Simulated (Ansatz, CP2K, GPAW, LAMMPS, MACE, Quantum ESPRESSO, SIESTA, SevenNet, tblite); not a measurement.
## GPAW on glassy 70P2O5-10Al2O3-20CaO (mol %) (58 atoms): settings against a plane-wave reference

How do the settings of GPAW change the result for glassy 70P2O5-10Al2O3-20CaO (mol %) (58 atoms)? A plane-wave run serves as the yardstick.

Method: the method is named at each step, in GPAW 26.7.0.

**1. The structure**

The cell holds 58 atoms: 14 P, 2 Al, 2 Ca and 40 O. Its edges and angles: a = 9.332 Å, b = 9.332 Å, c = 9.332 Å, α = 90.0°, β = 90.0°, γ = 90.0°. 58 atoms (14 P, 2 Al, 2 Ca, 40 O) placed at random at 2.49 g/cm³, melted at 4000 K for 10 ps at fixed volume with the Morse and Coulomb pair potential with partial charges (Pedone, Malavasi, Menziani, Cormack and Segre, J. Phys. Chem. B 110, 11780 (2006)). Quenched from 4000 K to 300 K at 5 K/ps and fixed volume, held 10 ps at zero pressure.

The yardstick, on the same geometry:

| Item | Value |
| --- | --- |
| method | Kohn-Sham DFT, PBE, SSSP efficiency 1.3.0 pseudopotentials, plane waves (Quantum ESPRESSO 7.5); sssp-pbe-1.3.0-efficiency, cutoffs 60/480 Ry, Γ point |
| r.m.s. force component | 1.709 eV/Å |
| longest force | 7.441 eV/Å |
| pressure | 2.23 GPa |
| gap (highest filled to lowest empty level) | 0.7053 eV |
| time | 2.3 min on 2 MPI ranks of Arm Neoverse V2, shared host |
| CPU time | 4.6 min |

**2. PBE, LCAO dzp, h 0.18 Å**

Method: Kohn-Sham DFT, PBE, PAW, atomic orbitals (dzp).

run.py reads:

```python
import numpy as np
from ase.io import read
from gpaw import GPAW, FermiDirac

atoms = read("structure.xyz")
atoms.calc = GPAW(
    mode="lcao",
    basis="dzp",
    h=0.18,
    xc="PBE",
    kpts={"size": (1, 1, 1), "gamma": True},
    occupations=FermiDirac(0.05),
    maxiter=200,
    symmetry={"point_group": False},
    txt="gpaw.txt",
)
energy = atoms.get_potential_energy(force_consistent=True)
forces = atoms.get_forces()
print(f"energy {energy:.6f} eV")
print("forces (eV/A)")
for i, (a, f) in enumerate(zip(atoms, forces)):
    print(f"{i:4d} {a.symbol:2s} {f[0]:10.5f} {f[1]:10.5f} {f[2]:10.5f}")
print(f"Fermi level {atoms.calc.get_fermi_level():.4f} eV")
for k in range(len(atoms.calc.get_ibz_k_points())):
    for s in range(atoms.calc.get_number_of_spins()):
        e = atoms.calc.get_eigenvalues(kpt=k, spin=s)
        n = np.searchsorted(e, atoms.calc.get_fermi_level())
        print(f"k {k} spin {s} levels about the Fermi level:", np.round(e[max(n - 6, 0):n], 4).tolist(), "|", np.round(e[n:n + 6], 4).tolist())
```

structure.xyz reads:

```xyz
58
Lattice="9.33176 0.00000 0.00000 0.00000 9.33176 0.00000 0.00000 0.00000 9.33176" Properties=species:S:1:pos:R:3 pbc="T T T"
P 8.97099 5.21141 0.39641
P 2.28423 1.99214 0.95623
P 9.13038 2.51314 8.50917
P 4.82265 8.29789 4.67335
P 3.46768 5.52020 4.83926
P 1.68513 8.27914 1.51828
P 5.76451 4.24026 6.63889
P 6.69647 6.98660 1.44138
P 7.65578 8.74022 5.78886
P 5.85904 2.94660 2.65685
P 3.79532 6.03914 1.72722
P 1.77499 2.88967 3.90954
P 2.80466 0.94129 6.01759
P 5.04858 2.43932 9.07822
Al 8.17639 2.48299 4.99165
Al 7.18350 0.17954 8.82635
Ca 9.27745 6.33841 3.77106
Ca 0.94671 7.32823 7.20766
O 3.59301 1.93373 6.88647
O 8.33112 1.40798 9.04957
O 2.23654 6.13199 5.50900
O 0.33342 3.12334 4.16962
O 4.64106 8.43376 3.22095
O 5.78550 2.86840 1.09704
O 7.24863 7.05145 2.80559
O 1.94810 2.53525 2.36280
O 4.47980 4.61885 5.80594
O 3.57509 5.96094 3.23999
O 8.55256 3.77274 9.17835
O 7.51533 8.76066 7.32674
O 2.77695 7.20664 1.30813
O 0.49682 5.68715 8.60388
O 8.70998 7.64747 5.50378
O 0.41293 5.17353 1.68662
O 1.19167 2.37260 9.29079
O 7.70598 5.95357 0.65229
O 0.62541 8.10342 0.54283
O 8.17835 0.76156 5.34327
O 2.63706 4.11036 4.29625
O 5.38265 3.54887 8.06432
O 9.21661 2.65479 7.02066
O 4.41700 6.90466 5.14413
O 6.79436 8.31068 0.72573
O 6.69600 3.27601 5.95002
O 1.83098 0.28919 6.94554
O 5.83058 4.39153 2.96582
O 6.52383 5.49967 6.93686
O 3.67727 2.10702 0.34509
O 4.64666 2.19343 3.14611
O 2.20957 1.68980 4.81453
O 7.08066 2.35142 3.35355
O 3.89517 9.28407 5.44060
O 5.25611 6.40719 1.34415
O 2.20593 0.42021 1.21126
O 5.77356 1.19642 8.58494
O 3.42074 4.78197 1.00671
O 1.22321 8.16268 2.93027
O 6.23016 8.58093 5.20292
```

Launch:

```bash
OMP_NUM_THREADS=1 python run.py > output.txt
```

The program printed:

```text
energy -366.369717 eV
forces (eV/A)
   0 P     4.89571   -0.29203    0.42251
   1 P    -0.64745   -3.89926    1.13752
   2 P     0.27823    2.12645   -3.00034
   3 P    -2.81638   -0.41107   -3.82343
   4 P     1.56396    1.46541    0.22951
   5 P    -1.97476   -0.24789    2.41366
   6 P     2.92661    3.18012   -0.82612
   7 P     2.15471   -0.69402    1.04248
   8 P     1.71078    0.19184    0.92896
   9 P    -2.90303    0.08320    5.44354
  10 P    -1.74847   -2.85319   -0.97849
  11 P     4.10390    0.79259    1.54396
  12 P     4.13737    1.72292    6.16708
  13 P     4.60739    0.03966    0.87965
  14 Al   -3.54652    0.15286   -0.32646
  15 Al   -1.22082   -1.11603    0.55845
  16 Ca    0.17365    0.23344   -1.39054
  17 Ca    0.51549    0.41517    0.58345
  18 O     0.16283    0.68368   -0.63468
  19 O    -0.62980   -2.50539    2.20315
  20 O    -2.06281    0.04517    0.65975
  21 O    -3.09032    0.95348    0.20096
  22 O     0.41549    0.66146   -1.87618
  23 O     1.04474   -0.23694   -5.90606
[...]
50 O     4.55779   -1.80251    1.19148
  51 O    -0.27765   -0.01244    0.57506
  52 O     0.53763    0.75894   -1.64976
  53 O     2.13577    3.14710   -0.53239
  54 O    -1.18449   -1.15478   -0.49215
  55 O    -0.11577   -0.15736   -0.63543
  56 O    -0.40716    0.00433    2.91562
  57 O     1.61019    0.08033    0.71067
Fermi level 4.1465 eV
k 0 spin 0 levels about the Fermi level: [2.2, 2.2525, 2.5448, 3.0333, 3.4725, 3.9464] | [4.3465, 5.4111, 6.1883, 6.6472, 6.7849, 7.0489]
```

gpaw.txt:

```text
Input parameters:
  mode=LCAO(),
  basis={'default': 'dzp'},
  h=0.18,
  kpts=MonkhorstPack(size=(1, 1, 1), gamma=True),
  maxiter=200,
  occupations=Occupations(name='fermi-dirac', width=0.05, fixmagmom=False),
  symmetry=Symmetry(point_group=False),
  xc=XC(name='PBE')
Unit cell  # Å
| periodic |        x |        y |        z |  lengths |    angles |
|----------|----------|----------|----------|----------|-----------|
|      yes | 9.331760 | 0.000000 | 0.000000 | 9.331760 | 90.000000 |
|      yes | 0.000000 | 9.331760 | 0.000000 | 9.331760 | 90.000000 |
|      yes | 0.000000 | 0.000000 | 9.331760 | 9.331760 | 90.000000 |
Number of symmetries: 1
Symmetry operations  # r_c * U_cc + t_c -> r_c
|   | kind |            matrix            |
|---|------|------------------------------|
| 0 |  E   |  1, 0, 0,  0, 1, 0,  0, 0, 1 |
BZ-sampling:
  Number of BZ points: 1
  Number of IBZ points: 1
  Monkhorst-Pack size: [1, 1, 1]
  Monkhorst-Pack shift: [0, 0, 0]
[... lines left out ...]
density mixing:
  MSR1-Mixer
occupation numbers:
  Fermi-Dirac:
    width: 0.0500  # eV
FastPoissonSolver using
    Stencil: 6*3+1=19 point O(h^6) finite-difference Laplacian
xc functional:
  name: PBE with 2 nearest neighbor stencil
interpolation: tri-quintic # 5. degree polynomial
Initialization done in: 5.723 s
convergence criteria:
- Maximum [total energy] change in last 3 cyles: 0.0005 eV / valence electron
- Maximum integral of absolute [dens]ity change: 0.0001 electrons / valence electron
- Maximum integral of absolute [eigenst]ate change: 4e-08 eV^2 / valence electron
maximum number of iterations: 200
SCF iterations
|iter     |      energy | eigst |  dens |
|---------|-------------|-------|-------|
|iter:   1| -413.671281 |      c|       |
|iter:   2| -402.300330 |      c| -0.81 |
|iter:   3| -366.398794 |      c| -0.86 |
|iter:   4| -366.347925 |      c| -1.49 |
|iter:   5| -366.389042c|      c| -1.81 |
|iter:   6| -366.429726c|      c| -2.17 |
|iter:   7| -366.379295c|      c| -2.46 |
|iter:   8| -366.361554c|      c| -2.77 |
|iter:   9| -366.359708c|      c| -3.28 |
|iter:  10| -366.360675c|      c| -3.70 |
|iter:  11| -366.360713c|      c| -4.22c|
Converged in 11 steps
SCF loop duration: 48.199 s (4.382 s/step)
Energy contributions relative to reference atoms: (reference = -262103.468261)
Energy contributions:
  Kinetic:         354.820947
  Coulomb:        -256.817142
  Zero:              4.078173
  External:          0.000000
  Xc:             -468.433687
  Entropy:          -0.018008
  Spinorbit:         0.000000
  ----------------------------
  Free energy:    -366.369717
  Extrapolated:   -366.360713
dipole moment: (59.963081, 8.855518, 50.241377)  # |e|*Ang
Fermi level: 4.146
Eigenvalues  # (at kpt = [0.000, 0.000, 0.000])
| band index |      eig [eV] | occ [0-2] |
|------------|---------------|-----------|
|          0 |       -37.337 |     2.000 |
|        ... |               |           |
|        160 |         1.884 |     2.000 |
|        161 |         2.119 |     2.000 |
[...]
|        175 |         7.380 |     0.000 |
|        ... |               |           |
|        205 |        10.361 |     0.000 |
Gap: 0.400 eV
Transition (v -> c):
  (s=0, k=0, n=167, [0.00, 0.00, 0.00]) -> (s=0, k=0, n=168, [0.00, 0.00, 0.00])
No difference between direct/indirect transitions
Force computation time: 9.255  # s
timing:  # [seconds]
  Total:  63.200  # ━━━━━━━━━━━━━━━━━━━━━━━━━━━━━━━━━━━━━━━━━━━━━━━━━━━━━━━━━
  Init:    5.722  # ━━━━━
  SCF:    48.199  # ━━━━━━━━━━━━━━━━━━━━━━━━━━━━━━━━━━━━━━━━━━━╸
  Forces:  9.256  # ━━━━━━━━╸
```

It took 66 s on 1 thread of Arm Neoverse V2, shared host; peak memory 1 GiB.

Banners, paths, timers and routine set-up lines are dropped from the logs unmarked, and long logs keep their key lines alone; longer cuts are marked.

Numbers from this run, and their distance from the reference:

* r.m.s. force component: 1.942 eV/Å
* r.m.s. difference of force components: 487.2 meV/Å
* longest difference of force vectors: 1471 meV/Å
* force difference over r.m.s. force: 28.5 %
* slope of forces against the reference's: 1.105
* correlation of force components: 0.9724
* gap (highest filled to lowest empty level): 0.4001 eV
* gap difference: -0.3052 eV

This run lies far from the reference in forces at the same functional.

Length of the force difference by element (eV/Å):

```
element  atoms  mean  most
     Al      2  0.21  0.33
     Ca      2  0.17  0.19
      O     40  0.92   1.5
      P     14  0.30  0.67
```

Levels nearest the highest filled one (eV from it): -1.75, -1.69, -1.40, -0.91, -0.47, 0.00, 0.40, 1.46, 2.24, 2.70, 2.84, 3.10.

A closer look about O41, which has 1 bonded neighbour where the commonest count for O is 2: 9 atoms, nearest first, numbered in the order of the input, with positions taken from that point.

```
atom      x      y      z  distance (Å)  bonds     Fx     Fy  Fz (eV/Å)
 O41   0.00   0.00   0.00          0.00      1   0.54   0.16      -1.10
  P3  -0.09  -0.14   1.49          1.50      4   0.28   2.13      -3.00
Al15  -1.04  -0.17  -2.03          2.29      4  -3.55   0.15      -0.33
 O29  -0.66   1.12   2.16          2.52      2  -2.53  -0.19       1.13
 O20  -0.89  -1.25   2.03          2.54      2  -0.63  -2.51       2.20
 O35   1.31  -0.28   2.27          2.63      2   2.01   0.66      -0.12
 O38  -1.04  -1.89  -1.68          2.73      2   0.74   0.82      -0.82
 O44  -2.52   0.62  -1.07          2.81      2   1.53  -2.86      -1.65
 O22   0.45   0.47  -2.85          2.92      2  -3.09   0.95       0.20
```

Atoms are counted from 1 here, from 0 in the log.

Forces lie 29 % from the reference's, at 0.23 times its CPU time (on 1 against 2 cores).

The difference per atom is largest on O (0.92 eV/Å on average, against 0.30 on P).

**3. revPBE, LCAO dzp, h 0.18 Å**

Method: Kohn-Sham DFT, revPBE, PAW, atomic orbitals (dzp).

Changes to run.py since step 2:

```diff
@@ -9,3 +9,3 @@
     h=0.18,
-    xc="PBE",
+    xc="revPBE",
     kpts={"size": (1, 1, 1), "gamma": True},
```

structure.xyz is that of step 2.

The program printed:

```text
energy -348.581881 eV
forces (eV/A)
   0 P     4.93616   -0.30405    0.44560
   1 P    -0.66271   -3.92926    1.13956
   2 P     0.29239    2.15284   -3.01392
   3 P    -2.83312   -0.39886   -3.85119
   4 P     1.58019    1.46646    0.24488
   5 P    -1.99903   -0.23410    2.42099
   6 P     2.92274    3.20370   -0.82275
   7 P     2.16154   -0.70398    1.04252
   8 P     1.69854    0.18690    0.91989
   9 P    -2.94179    0.08405    5.48315
  10 P    -1.75785   -2.87138   -1.01680
  11 P     4.14226    0.78329    1.55876
  12 P     4.16102    1.71726    6.21670
  13 P     4.63197    0.04577    0.90243
  14 Al   -3.57760    0.19209   -0.32419
  15 Al   -1.24054   -1.14543    0.59228
  16 Ca    0.17487    0.14978   -1.37603
  17 Ca    0.56161    0.43165    0.62148
  18 O     0.19138    0.75145   -0.61123
  19 O    -0.61082   -2.53923    2.29368
  20 O    -2.14215    0.04834    0.72075
  21 O    -3.16676    1.02821    0.17790
  22 O     0.41574    0.72754   -1.98973
  23 O     1.10414   -0.21953   -5.98407
[...]
50 O     4.69359   -1.90048    1.17174
  51 O    -0.26586   -0.01582    0.60903
  52 O     0.53993    0.75967   -1.73983
  53 O     2.20010    3.15690   -0.54261
  54 O    -1.24138   -1.23440   -0.55523
  55 O    -0.15447   -0.20168   -0.72972
  56 O    -0.43244    0.07186    3.05440
  57 O     1.63510    0.09924    0.71982
Fermi level 4.3051 eV
k 0 spin 0 levels about the Fermi level: [2.3361, 2.3838, 2.6853, 3.1876, 3.6298, 4.1026] | [4.5077, 5.5704, 6.3474, 6.8854, 6.9828, 7.2192]
```

gpaw.txt:

```text
Input parameters:
  mode=LCAO(),
  basis={'default': 'dzp'},
  h=0.18,
  kpts=MonkhorstPack(size=(1, 1, 1), gamma=True),
  maxiter=200,
  occupations=Occupations(name='fermi-dirac', width=0.05, fixmagmom=False),
  symmetry=Symmetry(point_group=False),
  xc=XC(name='revPBE')
Unit cell  # Å
| periodic |        x |        y |        z |  lengths |    angles |
[... lines left out ...]
  Fermi-Dirac:
[... lines left out ...]
convergence criteria:
- Maximum [total energy] change in last 3 cyles: 0.0005 eV / valence electron
[... lines left out ...]
Converged in 11 steps
[... lines left out ...]
  Free energy:    -348.581881
  Extrapolated:   -348.573224
dipole moment: (60.032933, 8.858963, 50.364420)  # |e|*Ang
Fermi level: 4.305
Eigenvalues  # (at kpt = [0.000, 0.000, 0.000])
| band index |      eig [eV] | occ [0-2] |
|------------|---------------|-----------|
|          0 |       -37.379 |     2.000 |
|        ... |               |           |
|        160 |         2.029 |     2.000 |
|        161 |         2.264 |     2.000 |
[...]
|        175 |         7.565 |     0.000 |
|        ... |               |           |
|        205 |        10.581 |     0.000 |
Gap: 0.405 eV
Transition (v -> c):
  (s=0, k=0, n=167, [0.00, 0.00, 0.00]) -> (s=0, k=0, n=168, [0.00, 0.00, 0.00])
No difference between direct/indirect transitions
Force computation time: 9.173  # s
timing:  # [seconds]
  Total:  62.852  # ━━━━━━━━━━━━━━━━━━━━━━━━━━━━━━━━━━━━━━━━━━━━━━━━━━━━━━━━━
  Init:    5.659  # ━━━━━
  SCF:    48.000  # ━━━━━━━━━━━━━━━━━━━━━━━━━━━━━━━━━━━━━━━━━━━╸
  Forces:  9.173  # ━━━━━━━━╸
```

Run time: 64 s. Hardware: 1 thread; peak memory 1 GiB.

Against the reference:

```
r.m.s. force component                           : 1.976 eV/Å
r.m.s. difference of force components            : 529.8 meV/Å
longest difference of force vectors              : 1597 meV/Å
force difference over r.m.s. force               : 30.99 %
slope of forces against the reference's          : 1.12
correlation of force components                  : 0.969
gap (highest filled to lowest empty level) : 0.4051 eV
gap difference                                   : -0.3002 eV
```

Against the first run (29 %), the force difference from the reference is 31 %, at 0.99 times the CPU time; the model has changed, so this is no error of the program alone.

The difference per atom is largest on O (1.0 eV/Å on average, against 0.32 on P).

[end of part 1 of 2]

[Also dropped from logs without a mark: logging warnings of Python, and SIESTA's first energy breakdown and zero terms.]

[Logs are printed without paths, hosts, clocks, repeated set-up lines and the standing remarks that a program may print on its own settings, such as how far it seeks lower states.]

[Hosts, paths, dates, database ids (printed as entryN), source tags and the programs' standing remarks are cut or masked in the printed files.]
